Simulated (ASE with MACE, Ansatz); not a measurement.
# Which site? Mo in place of Ru in (20-21) twin boundary in hcp Ru with 12 % Co, 9 of 9 solute atoms at the boundaries (72 atoms): runs compared

Aim: make Mo in place of Ru at several sites of (20-21) twin boundary in hcp Ru with 12 % Co, 9 of 9 solute atoms at the boundaries (72 atoms), relax each, and compare their energies.

Computed with Ansatz 0.2.0: Kohn-Sham DFT, PBE, PAW (set soft_2), plane waves.

In doubt: warnings of the run leave room for a lower electronic state (in some of the runs), so energies may not be the lowest and differences between runs may mislead.

## (1) The cell as built

The cell holds 72 atoms: 63 Ru and 9 Co. Cell: a = 8.902 Å, b = 5.382 Å, c = 21.186 Å, α = 90.0°, β = 90.0°, γ = 98.7°. It derives from Ru and Co. Two grains of Ru, mirror images, two boundaries a cell, the joint chosen and relaxed with the MACE-MP-0b2 potential; the cell scaled by Vegard's rule for 9 Co among 72 atoms, 9 of them put at random on the 24 sites nearest the other grain and the rest on the 24 sites farthest from it; atoms relaxed with that potential at fixed cell. Lattice constants are starting values near those of PBE. Regions: lower grain, 36 atoms (31 Ru and 5 Co); upper grain, 36 atoms (32 Ru and 4 Co).

What the set-up can't give: The cell is under 6 Å thick along one periodic direction, so every atom has periodic images of itself close by, which move with it and show among its neighbours and in g(r).

## (2) The reference run

The reference is a single point at the end of the relaxation.

Every defect cell starts from the geometry of this run and is relaxed in the fixed cell.

Its input, with most atom lines left out:

```yaml
crystal:
  lattice:
    - [8.90167, 0.0, 0.0]
    - [-0.81364, 5.32063, 0.0]
    - [0.0, 0.0, 21.18649]
  atoms:
    - { symbol: Ru, position: [0.56415, 0.45335, 0.00223] }
    - { symbol: Co, position: [0.81558, 0.26524, 0.01301], spin: 1.7 }
    - { symbol: Ru, position: [0.0954, 0.33599, 0.05336] }
    - { symbol: Ru, position: [0.35283, 0.14632, 0.05889] }
    - { symbol: Ru, position: [0.62957, 0.21846, 0.10943] }
    - { symbol: Ru, position: [0.88523, 0.53607, 0.1163] }
    - { symbol: Ru, position: [0.16388, 0.10153, 0.16391] }
    [... atom lines 8 to 72 left out ...]
magnetization:
  spin_polarized: true
kpoints:
  mp_grid: { grid: [2, 3, 1] }
hamiltonian:
  xc: pbe
scf:
  occupations: { method: fermi_dirac, width: 0.1 }
  lower_state_search: "off"
output:
  forces: true
  stress: true
  populations: true
  dos:
    method: { smearing: { sigma: 0.08 } }
    de: 0.1
    projected:
      site_lists:
        Co: [Co]
        Ru: [Ru]
        lower_grain: [0, 1, 2, 3, 4, 5, 6, 7, 8, 9, 10, 11, 12, 13, 14, 15, 16, 17, 36, 37, 38, 39, 40, 41, 42, 43, 44, 45, 46, 47, 48, 49, 50, 51, 52, 53]
        upper_grain: [18, 19, 20, 21, 22, 23, 24, 25, 26, 27, 28, 29, 30, 31, 32, 33, 34, 35, 54, 55, 56, 57, 58, 59, 60, 61, 62, 63, 64, 65, 66, 67, 68, 69, 70, 71]
  eigenvalues: true
  write_density: true
  write_potential: true
  volumetric_format: npy
```

```
free energy per atom   : -5784.5074 eV/atom
r.m.s. force component : 0.00243 eV/Å
pressure               : -6.962 GPa
total moment           : 5.665 μB
```

219 levels are partly filled, by over 2 % (on the run's k-points), as in a metal.

## (3) The runs

Each row is one run, on 1 × NVIDIA H100 80GB HBM3 with 6 threads of AMD EPYC 7R13 (Zen 3), shared host. The free energy is the program's total, comparable only between runs with the same functional, potentials and atoms.

```tsv
run	atoms	outcome	ionic steps, all passes	free energy (eV)	time	host memory (GiB)	planned on the GPU (GiB)
Single point at the start	72	converged	-	-416483.128	20 s	1.4	22
Relaxation	72	converged	6	-416484.532	47 s	1.6	22
Single point at the relaxed geometry	72	converged	-	-416484.532	22 s	2.2	24
Mo on a site of Ru, site Ru21	72	converged	4	-415562.228	35 s	2.1	24
Mo on a site of Ru, site Ru64	72	converged	3	-415562.239	27 s	2.1	24
Mo on a site of Ru, site Ru50	72	converged	3	-415562.245	29 s	2.1	24
Mo on a site of Ru, site Ru17	72	converged	3	-415562.389	28 s	2.1	24
Mo on a site of Ru, site Ru32	72	converged	3	-415562.161	27 s	2.1	24
Mo on a site of Ru, site Ru55	72	converged	3	-415562.331	52 s	2.1	24
Mo on a site of Ru, site Ru9	72	converged	3	-415562.212	49 s	2.1	24
Mo on a site of Ru, site Ru6	72	converged	4	-415562.345	3.9 min	9.0	24
Mo on a site of Ru, site Ru30	72	converged	3	-415562.234	48 s	2.1	24
```

In some runs the program notes that starting moments were not kept. Further notices: minimisation begun.

A closer look about site Ru17, the cheapest one, after relaxation: 13 atoms, nearest first, numbered in the order of the input, with positions taken from that point.

```tsv
atom	x	y	z	distance (Å)	bonds	moment (μB)
Mo17	0.00	0.01	0.01	0.01	12	-0.03
Ru53	0.44	-2.58	0.07	2.61	12	0.00
Co18	2.48	-0.92	0.08	2.65	12	0.77
Co16	-2.33	-0.31	-1.26	2.67	10	-0.07
Ru54	2.10	1.69	0.09	2.70	12	0.01
Ru36	-2.46	-0.30	1.15	2.73	10	0.00
Ru53	-0.37	2.74	0.07	2.77	12	0.00
Ru13	-0.30	-1.37	-2.43	2.80	12	-0.01
Ru49	-0.70	1.28	-2.39	2.81	12	-0.01
Ru50	1.72	0.29	-2.20	2.81	12	0.02
Ru33	-0.42	-1.36	2.47	2.85	12	-0.03
Co34	1.62	0.29	2.33	2.85	12	0.91
Ru69	-0.79	1.26	2.46	2.88	12	0.00
```

The column of bonds counts only the pairs Ru-Ru within 3.18 Å, Ru-Co within 3.18 Å, Ru-Mo within 3.18 Å, Co-Co within 3.18 Å, Co-Mo within 3.18 Å; other neighbours, such as metal atoms beside each other in a compound, aren't counted, and periodic images can show an atom twice.

## (4) The sites compared

All these cells hold the same atoms, so their energies can be compared with no chemical potential.

```tsv
site	neighbours	mean distance (Å)	atoms within 6 Å	region	distance to the other part (Å; 6 means 6 or more)	energy over the best site (eV)	before relaxation (eV)	gain on relaxing (eV)	moment (μB)
Ru17	Co3Ru9	2.75	58	lower grain	2.7	0.00	0.00	0.03	5.4
Ru6	Co3Ru9	2.68	57	lower grain	3.7	0.04	0.05	0.03	2.1
Ru55	Co4Ru8	2.67	56	upper grain	2.6	0.06	0.05	0.02	4.9
Ru50	CoRu11	2.70	59	lower grain	4.3	0.14	0.14	0.03	5.2
Ru64	Ru12	2.70	56	upper grain	6.0	0.15	0.15	0.02	5.7
Ru30	CoRu11	2.71	58	upper grain	4.8	0.15	0.15	0.02	5.2
Ru21	Co3Ru7	2.64	59	upper grain	2.4	0.16	0.17	0.04	5.7
Ru9	Ru12	2.70	56	lower grain	6.0	0.18	0.17	0.03	5.6
Ru32	Ru12	2.69	59	upper grain	4.8	0.23	0.22	0.02	5.6
```

Neighbours are those of the relaxed host within 3.18 Å (Ru-Ru), 3.18 Å (Ru-Co); other pairs aren't counted.

## (5) What came out

The cheapest site is Ru17 (12 neighbours, Co3Ru9, in the lower grain); the dearest, Ru32 (12 neighbours, Ru12, in the upper grain), costs 0.23 eV more. Over 9 sites the energy shows no clear trend with the distance to the other part. Sites with the same first shell differ by up to 0.08 eV, from their geometry, farther neighbours or both. Relaxation gains 0.023 to 0.041 eV and leaves the best site the same.

**Limits.** Defects are neutral and interact with their images. In the spin-polarised runs the search for a state of lower energy was switched off. Only 9 of the 63 Ru sites were tried; unless symmetry makes the others alike to these, a cheaper one may exist. Sites that ended on different moments differ in electronic state too. The run was spin polarised, started with 9 parallel moments, ending at 5.7 μB in the cell; that starting order needn't be the real material's, and it bears on forces, charges and levels. The stress is far from hydrostatic: its diagonal is -3.9, -2.0, -15.0 GPa, compression counted positive. The host structure and its lattice constant were typed by rule, without a check against the phase diagram. The pressure of -7.0 GPa says that the cell would shrink at this level of theory.

The DFT runs together took 10 min of wall time.

[Logs are printed without paths, hosts, clocks, repeated set-up lines and the standing remarks that a program may print on its own settings, such as how far it seeks lower states.]

[Hosts, paths, dates, database ids (printed as entryN), source tags and the programs' standing remarks are cut or masked in the printed files.]
